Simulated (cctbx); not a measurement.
**Accept or mend?**

Cell a = 8.2080 Å, b = 8.2080 Å, c = 19.7840 Å, α = 90.00°, β = 90.00°, γ = 120.00°; space group R-3m (no. 166).

Simulated single-crystal data (cctbx): Mo Kα, λ = 0.71073 Å, to d = 0.7 Å, 70 % of the full sphere, strongest reflection 20000 counts, noise from counting, a 6 % proportional error and a noise floor of 15 counts (s.d.); no absorption.

An isotropic refinement with weights 1/σ² prints:

```text
Rint 0.059, 467 unique reflections to 0.70 A
cycle     R1     wR2    GooF  max shift (A)
   1  0.1029  0.2566   5.156   0.19665
  12  0.0234  0.0508   1.021   0.00713
final R1 0.0234 wR2 0.0508 GooF 1.021  parameters 12  data/parameter 38.9
atom        x        y        z      Ueq    occ   su(xyz)  su(Uiso or U11)
Sm1    0.16667  0.33333  0.33333   0.0157  1.000  0.00000  0.0001
Te1    0.02229  0.51114  0.24408   0.0183  1.000  0.00007  0.0001
Te2    0.33333  0.66667  0.41237   0.0164  1.000  0.00004  0.0002
Ti1    0.33333  0.66667  0.16667   0.0199  1.000  0.00000  0.0006
Mg1    0.33333  0.66667  0.79099   0.0268  1.000  0.00025  0.0011
Mg2    0.67975  0.83988  0.56781   1.0000  1.000  0.01636  0.0952
difference map: max 2.18 min -2.36 rms 0.46
Q1    0.0000  0.0000  0.4520    6    2.20  0.95 A from Ti1
Q2    0.0000  0.0000  0.0000    3    1.97  2.46 A from Mg1
Q3    0.0381  0.0762  0.5737   18    1.82  1.56 A from Ti1
Q4    0.0793  0.1586  0.1345   18    1.67  1.15 A from Mg1
Q5    0.0000  0.0000  0.0399    6    1.65  1.67 A from Mg1
Q6    0.0397  0.2404  0.9572   36    1.51  1.84 A from Te1
```

**Question.** Can this result stand? If not, what is the likely fault?

Mend it. The fault: spurious atom: Mg2. Against the right model at the same level, R1 goes from 0.0225 to 0.0234 and GooF from 0.96 to 1.02 and Mg2 takes U = the program's ceiling. A site with no density behind it hides by a very large U or drifts. The fit had not settled when the cycles ran out.

The compound is Sm3Mg2TiTe8. The right model at the same level gives:

```text
Rint 0.059, 467 unique reflections to 0.70 A
cycle     R1     wR2    GooF  max shift (A)
   1  0.0916  0.2312   4.629   0.03582
   2  0.0225  0.0482   0.965   0.00000
final R1 0.0225 wR2 0.0482 GooF 0.965  parameters 9  data/parameter 51.9
atom        x        y        z      Ueq    occ   su(xyz)  su(Uiso or U11)
Sm1    0.16667  0.33333  0.33333   0.0158  1.000  0.00000  0.0001
Te1    0.02227  0.51114  0.24407   0.0184  1.000  0.00006  0.0001
Te2    0.33333  0.66667  0.41237   0.0165  1.000  0.00004  0.0002
Ti1    0.33333  0.66667  0.16667   0.0200  1.000  0.00000  0.0006
Mg1    0.33333  0.66667  0.79092   0.0269  1.000  0.00024  0.0010
difference map: max 2.18 min -2.39 rms 0.44
Q1    0.0000  0.0000  0.4520    6    2.19  0.95 A from Ti1
Q2    0.0384  0.0768  0.5737   18    1.86  1.56 A from Ti1
Q3    0.0000  0.0000  0.0000    3    1.85  2.46 A from Mg1
Q4    0.0796  0.1592  0.1342   18    1.73  1.15 A from Mg1
Q5    0.0000  0.0000  0.0399    6    1.53  1.67 A from Mg1
Q6    0.0607  0.5303  0.2770   18    1.52  0.71 A from Te1
```

Isotropic U is held between 0.0001 and 1 Å² by the program, and listed peak heights are interpolated, so they can pass the grid's maximum.

The model is made up (kin elements in a known structure type, no relaxation), so it says nothing on whether the phase exists.

[Middle refinement cycles are left out of these outputs.]

[Logs are printed without paths, hosts, clocks, repeated set-up lines and the standing remarks that a program may print on its own settings, such as how far it seeks lower states.]
